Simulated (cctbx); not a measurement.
## Lattice, Laue class and space group of a new crystal

Cell: a = 9.1230 Å, b = 18.4420 Å, c = 10.0800 Å, α = 90.00°, β = 90.00°, γ = 90.00°. Expected content of the cell: Eu4 Te32 K16 P8.

The data are simulated with cctbx, not measured: Mo Kα, λ = 0.71073 Å, to d = 0.84 Å, 50 % of the full sphere, strongest reflection 70000 counts, noise from counting, a 2 % proportional error and a noise floor of 8 counts (s.d.); no absorption.

A first pass over the reflections prints:

```text
6004 reflections to d = 0.840 A
centring   violations  <I/sigma> of those
    A       1222 of  3028     10.3
    B       1193 of  2984     10.0
    C       1167 of  3068      9.1
    I          1 of  2971      0.0
    R       1618 of  4002     10.7
    F       1791 of  4540      9.8
Laue class    unique    Rint  (classes that these axes allow; Friedel mates merged)
I 1 2/m 1        1436   0.017
I 1 1 2/m        1463   0.017
I 2/m 1 1        1469   0.017
I m m m           861   0.019
space group    extra absences  I>4sigma  <I/sigma>
I 2 2 2                 0          0         -  acentric
I 21 21 21              0          0         -  acentric
I m m 2                 0          0         -  acentric
I 2 m m                 0          0         -  acentric
I m 2 m                 0          0         -  acentric
I b a 2               157          0       0.2  acentric
I m a 2                50          0      -0.1  acentric
I b m 2               107          0       0.3  acentric
I 2 c m                50          0      -0.1  acentric
I c 2 m               107          0       0.3  acentric
I m m m                 0          0         -  centric
I b a m               157          0       0.2  centric
I b m m               107          0       0.3  centric
I c m m               107          0       0.3  centric
I m c m                50          0      -0.1  centric
I m a m                50          0      -0.1  centric
Wilson B = 1.87 A^2   <|E^2-1|> = 0.921 (0.968 centric, 0.736 acentric)   E^2>4: 3.9 %
shell (A)         n   <I/sigma>
 9.22 - 1.68    123     40.8
 1.68 - 1.33    112     44.2
 1.33 - 1.16    107     35.2
 1.16 - 1.06    109     37.7
 1.06 - 0.98    105     35.8
 0.98 - 0.92    101     33.5
 0.92 - 0.88    101     25.7
 0.88 - 0.84    103     28.4
```

**Question.** What are the lattice type, the Laue class and the likely space group?

The reflections that I centring forbids are absent (⟨I/σ⟩ near 0), so the lattice is I.

Rint stays low (0.017 to 0.019) up to I m m m, the highest class in these axes.

16 settings pass the absence test. The most absences obeyed, 157, belong to I b a 2 and I b a m, which absences can't tell apart.

⟨|E²−1|⟩ = 0.921 leans to a centrosymmetric structure. The Wilson B of 1.87 Å² means U ≈ 0.0237 Å².

The true group is Ibam (no. 72), Laue class mmm, centrosymmetric. The tables only narrow the choice to the tied entries; cell content, site symmetry and trial solutions must settle it.

The model is made up (kin elements in a known structure type, no relaxation), so it says nothing on whether the phase exists.

[Logs are printed without paths, hosts, clocks, repeated set-up lines and the standing remarks that a program may print on its own settings, such as how far it seeks lower states.]
